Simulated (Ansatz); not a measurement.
# A hypothetical structure for Cu2Mo, part 2 of 2

Starting from a made-up structure for Cu2Mo, the aim is the relaxed cell, its shortest contacts and, where a second run follows, its electronic structure.

Ansatz 0.2.0; DFT, PBEsol, plane-wave PAW, files of the set soft_1, scalar-relativistic, ferromagnetic start, cell and ions relaxed at zero pressure; PAW set soft_1 (the session's first sound run).

So far: Set-up; Relaxation of the guess. The relaxed cell has a = 6.685 Å (conventional setting).

## (3) Bands of the relaxed cell

With the geometry fixed, one more self-consistent run, with a narrower smearing and the mesh shown in its input, gives the bands, and its pressure, and its forces where symmetry allows any, show how far the geometry depends on these settings.

This step: DFT, PBEsol, plane-wave PAW, files of the set soft_1, scalar-relativistic, no spin, bands and density of states at the relaxed cell; PAW set soft_1 (Ansatz 0.2.0).

The input, input.yaml:

```yaml
crystal:
  lattice:
    - [0.0, 3.342307324, 3.342307324]
    - [3.342307324, 0.0, 3.342307324]
    - [3.342307324, 3.342307324, 0.0]
  atoms:
    - { symbol: Mo, position: [0.25, 0.25, 0.25] }
    - { symbol: Mo, position: [0.0, 0.0, 0.0] }
    - { symbol: Cu, position: [0.625, 0.125, 0.625] }
    - { symbol: Cu, position: [0.625, 0.625, 0.125] }
    - { symbol: Cu, position: [0.125, 0.625, 0.625] }
    - { symbol: Cu, position: [0.625, 0.625, 0.625] }
kpoints:
  mp_grid: { grid: [8, 8, 8] }
  band_path:
    path:
      - [[0.0, 0.0, 0.0], [0.5, 0.0, 0.5], [0.5, 0.25, 0.75], [0.375, 0.375, 0.75], [0.0, 0.0, 0.0], [0.5, 0.5, 0.5], [0.625, 0.25, 0.625], [0.5, 0.25, 0.75], [0.5, 0.5, 0.5], [0.375, 0.375, 0.75]]
      - [[0.625, 0.25, 0.625], [0.5, 0.0, 0.5]]
    npoints: 8
scf:
  occupations: { method: fermi_dirac, width: 0.03 }
  n_extra_bands: 10
hamiltonian:
  xc: pbesol
  pseudopotentials: { kind: paw, azcp: { folder: soft_1 }, xc_functional: pbe }
output:
  forces: true
  stress: true
  write_bands: true
  dos: { projected: true }
  write_density: true
  write_potential: true
  elf: true
  volumetric_format: npy
```

The run is started by

```console
> ansatz run input.yaml --threads 4 --pin off --max-ram 10240MiB --backend cpu --events-out ev --progress --plain --runs-dir out
```

Numbers of over 12 decimals in the logs are rounded to 6 here.

What it wrote:

```text
[...]
Crystal: 6 atoms, lattice volume = 74.674 Å³
Basis set: ecut = 420 eV, 1459 PW (Γ), exchange–correlation on 64×64×64 points (8 copies of the dense FFT grid, shifted against one another)
Bands: 62, of which v1, the nominal top of the filled ones, is band 52 counted from 1 (51 counted from 0)
Symmetry: 48 space group operations
[...]
k-points: 29 of 512
[...]
SCF iter   1: F=—  HF=-36155.027400 eV  |F-HF|=—  |Δ(HF+E_count)|=         —  Δρ=2.39e-1  dr2=2.71e1  ethr=3.10e-3  ⟨swp⟩=4.5  Hψ=5321  notcnv=0  defer=4
[...]
SCF iter   9: F=-36148.969712 eV  HF=-36148.969712 eV  |F-HF|=2.32e-8  |Δ(HF+E_count)|=   8.18e-8  Δρ=4.94e-6  dr2=2.79e-8  ethr=9.62e-11  ⟨swp⟩=12.5  Hψ=11047  notcnv=0
SCF 1 converged in 9 iterations: F = -36148.969712 eV  dr2 = 2.79e-8
[...]
NSCF: frozen V_eff on 82 k-points
SCF converged after 9 iterations
Free energy (F): -36148.969712 eV
[...]
Internal energy: -36148.950652 eV  (E = F + TS)
E sigma→0 (E₀):  -36148.960182 eV
Entropy (-TS):   -0.019060 eV (-3.177 meV/atom)
Fermi energy:    18.901419 eV
[...]
--- Stress (GPa, compression-positive) ---
        0.097049       0.000000       0.000000
        0.000000       0.097049       0.000000
        0.000000       0.000000       0.097049
  P = ⅓ Tr σ = 0.0970 GPa (0.970 kbar)
--- Band table (eV; the first three rows and the last of 29) ---
  k-point 0: bands = [... 48 lower, 17.5845, 17.5845, 18.5598, 18.5598, 18.5598, 18.8868, 21.1983, 21.1983, ... 6 higher]
  k-point 1: bands = [... 48 lower, 17.7850, 17.8336, 17.8336, 18.5254, 18.5254, 19.6763, 21.1449, 21.1449, ... 6 higher]
  k-point 2: bands = [... 48 lower, 17.5942, 17.9607, 17.9607, 18.5440, 18.5440, 20.4070, 21.0442, 21.0442, ... 6 higher]
  k-point 28: bands = [... 48 lower, 18.5340, 18.5340, 18.5563, 18.5563, 20.1002, 20.1002, 20.6543, 20.6543, ... 6 higher]
```

Elapsed: 7 s, on 4 threads of Arm Neoverse V1, shared host; peak memory 0.54 GiB; 26 s of CPU time.

The column dr2 measures how far the density is from self-consistency, as an energy; F and HF (Harris–Foulkes) agree once it is small.

This step gave:

| Item | Value |
| --- | --- |
| free energy | -36148.9697 eV |
| energy at zero smearing | -36148.9602 eV |
| smearing term TS | 0.01906 eV |
| Fermi energy | 18.90 eV |
| pressure | 0.09705 GPa |

bands.tsv at the labelled points (eV, zero at the Fermi level; the bands that come nearest the Fermi level along the path):

```tsv
point	band 49	band 50	band 51	band 52	band 53	band 54	band 55	band 56
Γ	-1.32	-1.32	-0.34	-0.34	-0.34	-0.01	2.30	2.30
X	-0.46	-0.46	0.41	0.41	0.60	0.60	1.91	1.91
W	-0.37	-0.37	-0.35	-0.35	1.20	1.20	1.75	1.75
K	-0.72	-0.33	0.05	0.09	0.27	1.33	1.52	1.89
Γ	-1.32	-1.32	-0.34	-0.34	-0.34	-0.01	2.30	2.30
L	-0.48	-0.48	-0.24	-0.19	-0.19	0.06	2.14	2.14
U	-0.72	-0.33	0.05	0.09	0.27	1.33	1.52	1.89
W	-0.37	-0.37	-0.35	-0.35	1.20	1.20	1.75	1.75
L	-0.48	-0.48	-0.24	-0.19	-0.19	0.06	2.14	2.14
K	-0.72	-0.33	0.05	0.09	0.27	1.33	1.52	1.89
U	-0.72	-0.33	0.05	0.09	0.27	1.33	1.52	1.89
X	-0.46	-0.46	0.41	0.41	0.60	0.60	1.91	1.91
```

Electrostatic potential energy in the ac plane of a cell with a along [110], b along [-110] and c along [001] of the cube at fractional y = 0.000, with atoms of Mo and Cu within 0.2 Å of it. With pseudopotentials it is smooth inside the atoms' cores, unlike the true potential.

Ten even steps from '_' (-57 eV) to '@' (20 eV), each cell a mean:
```
@@@@@@@@@@@@@@@@@@@@@@@@@@@@@@@@@@@@@@@@@@@@@@@@@@@@@@
@@@@@@@@@@@@%%%%@@@@@@@@@@@@@@@@@@@@@@%%%%%%@@@@@@@@@@
@@@@@@@@%%**====**%%@@@@@@@@@@@@@@@@##++==++##@@@@@@@@
@@@@@@@@##--____--##@@@@@@@@@@@@@@%%++..__..++%%@@@@@@
@@@@@@@@**::____::**@@@@@@@@@@@@@@%%==______==%%@@@@@@
@@@@@@@@##--____--##@@@@@@@@@@@@@@%%++..__..++%%@@@@@@
##%%@@@@%%**====**%%@@@@%%####@@@@@@##++==++##@@@@@@##
--++%%@@@@@@%%%%@@@@@@%%++----**@@@@@@%%%%%%@@@@@@**--
__::**@@@@@@@@@@@@@@@@**..____--##@@@@@@@@@@@@@@##--__
__..++@@@@@@@@@@@@@@%%++..____--##@@@@@@@@@@@@@@##--__
..--**@@@@@@@@@@@@@@@@**--....++%%@@@@@@@@@@@@@@%%==..
++**%%@@@@@@@@@@@@@@@@%%**++++##@@@@@@@@@@@@@@@@@@##++
%%@@@@@@@@@@@@@@@@@@@@@@@@%%@@@@@@@@@@@@@@@@@@@@@@@@@@
@@@@@@@@@@@@@@@@@@@@@@@@@@@@@@@@@@@@@@@@@@@@@@@@@@@@@@
@@@@**++**%%@@@@%%**++**@@@@@@##++++##@@@@@@##++++%%@@
@@##--..::**@@@@**::..--##@@%%++....==%%@@%%==....++%%
@@**..__..++%%%%++..__..**@@%%--____::##@@##::____--%%
@@##--..--**@@@@**::..--##@@%%++::::==%%@@%%==..::++@@
@@@@##**##@@@@@@%%##**##@@@@@@%%****%%@@@@@@%%****%%@@
```
Columns run along a (9.5 Å; values clipped at the 3rd and 97th percentile), rows up along c (6.7 Å), edges of the conventional cell, whose origin can differ from the input's. Atoms in or near the plane, at fractional coordinates: Mo at (0.25, 0.75), Mo at (0.75, 0.75), Mo at (0.00, 0.50), Mo at (0.50, 0.50), Cu at (0.37, 0.12), Cu at (0.87, 0.12), Cu at (0.12, 0.12), Cu at (0.62, 0.12).

Valence density in the ac plane of a cell with a along [110], b along [-110] and c along [001] of the cube at fractional y = 0.000, with atoms of Mo and Cu within 0.2 Å of it. It is the smooth field of the valence electrons, not physical close to the nuclei.

Ten steps, logarithmic in the rise over the least value, from '0' (0 e/Å³) to '9' (59 e/Å³), each cell a mean:
```
000000000000000000000000000
000000000000000000000000000
000002332000000000123210000
000014553100000000245420000
000024554200000001355531000
000013553100000000245420000
100002332000011000123210001
331000000001333200000000023
542000000002455310000000135
542000000002455410000000145
441000000002444300000000034
210000000000122100000000012
000000000000000000000000000
000000000000000000000000000
002331001332000133200023310
026873003786200478510158730
027983003897201599610169951
015762002675100367410147630
001220000221000122100012210
```
Columns run along a (9.5 Å), rows up along c (6.7 Å), edges of the conventional cell, whose origin can differ from the input's. Atoms in or near the plane, at fractional coordinates: Mo at (0.25, 0.75), Mo at (0.75, 0.75), Mo at (0.00, 0.50), Mo at (0.50, 0.50), Cu at (0.37, 0.12), Cu at (0.87, 0.12), Cu at (0.12, 0.12), Cu at (0.62, 0.12).

ELF in the ac plane of a cell with a along [110], b along [-110] and c along [001] of the cube at fractional y = 0.000, with atoms of Mo and Cu within 0.2 Å of it. It is the smooth field of the valence electrons, not physical close to the nuclei.

Ten even steps from '_' (0.16) to '@' (0.70), each cell a mean:
```
::::....................::::::......................::
....::::..__....__..::::......::::..____........::::..
....::....==****==....::......::::__::**##**::..::::..
..::::..--@@@@@@@@--..::::..::::....##@@%%@@**....::::
::----..++@@****@@==..----::----::::%%%%++%%%%::::----
..::--::==%%%%@@%%==::--::....------**@@%%@@**::----..
::::::----++**##==--==::..::::::------**##**------::::
%%**==----........------**%%##++----::......::----++%%
##@@**::--::....----::**@@%%%%%%--::--::..::--::--%%@@
++@@**..::--::::--::..**@@++%%@@--..----::----..--@@##
@@@@==__::::....::::..==@@@@@@##....::::..::::..::##@@
++--....::........::....==++++::__..::......::..__::++
____..::::::....::::....________..::::......::::....__
::....__....::::....__....::::..____..::::::..____....
::__________....__________::..________..::..________..
..____==::__..____..==..__..____::==____..____----____
____--@@==________++@@::________##%%..______..%%**____
..____::____....__..::____..____::::____..____::..____
::..________::::________..::..________..::..________..
```
Columns run along a (9.5 Å), rows up along c (6.7 Å), edges of the conventional cell, whose origin can differ from the input's. Atoms in or near the plane, at fractional coordinates: Mo at (0.25, 0.75), Mo at (0.75, 0.75), Mo at (0.00, 0.50), Mo at (0.50, 0.50), Cu at (0.37, 0.12), Cu at (0.87, 0.12), Cu at (0.12, 0.12), Cu at (0.62, 0.12).

## (4) What came out

```json
{
 "space group, relaxed": "Fd-3m",
 "conventional cell": "a = 6.685, b = 6.685, c = 6.685 Å; α = 90.0°, β = 90.0°, γ = 90.0°",
 "volume per atom": "12.45 Å³ (guess 12.59)",
 "total moment": "0.00 μB in the cell of 6 atoms"
}
```

**Reading.** Cu2Mo relaxes to Fd-3m with a = 6.685, b = 6.685 and c = 6.685 Å. The guessed volume was near the relaxed one. The space group Fd-3m was held in the relaxation, so the end point is a stationary structure within it and may be a saddle against distortions or other arrangements. The moments died out from this one start and weren't seeded again at the relaxed cell. Bands cross the Fermi level, so it is a metal or semimetal at this level. On the 8×8×8 mesh with the narrower smearing (relaxed on 7×7×7) the forces vanish, as symmetry may demand, and the largest stress component is 0.097 GPa, against the relaxation's thresholds of 0.015 eV/Å and 0.05 GPa. The cutoff wasn't tested. No dispersion term is used, so weakly bound directions may come out too long. Nothing here tests whether the compound is stable against decomposition.

[Logs are printed without paths, hosts, clocks, repeated set-up lines and the standing remarks that a program may print on its own settings, such as how far it seeks lower states.]

[Hosts, paths, dates, database ids (printed as entryN), source tags and the programs' standing remarks are cut or masked in the printed files.]
